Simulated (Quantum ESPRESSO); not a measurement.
# Voltage at the next charge: Pb(111), 5 layers against an electrode

How the rows were computed: Quantum ESPRESSO 7.5, PBEsol, GBRV ultrasoft; ESM with bc3, a metal electrode 6.92 Å above the top atoms; cell area 10.610 Å²; ions fixed. V is the potential energy of an electron at the electrode over the slab's Fermi level, divided by e, so that it equals the work function at zero charge; positive charge removes electrons.

```
charge (e a cell)  V (V)
                0  3.807
           0.0159  5.200
           0.0318  6.618
```

**Question.** What is V at a charge of 0.0637 e, and what capacitance do the rows imply?

By hand: The last two rows give dV/dq = (6.618 − 5.200)/(0.0318 − 0.0159) = 89.2 V/e, so C = 1602/(10.610 × 89.2) = 1.69 µF/cm², an effective gap of 8.854/1.69 = 5.23 Å. At constant C, V = 6.618 + 89.2 × 0.0319 = 9.46 V.

What the calculation gave: V = 9.516 V; the estimate misses by −0.05 V, 1.8 % of the step. Over the three intervals C goes 1.72, 1.69 and 1.66 µF/cm²: it falls as electrons leave, the surface charge drawing back towards the atoms.

**Limits.** Vacuum fills the gap; a dielectric or electrolyte would change C. The slab is thin.

[Logs are printed without paths, hosts, clocks, repeated set-up lines and the standing remarks that a program may print on its own settings, such as how far it seeks lower states.]
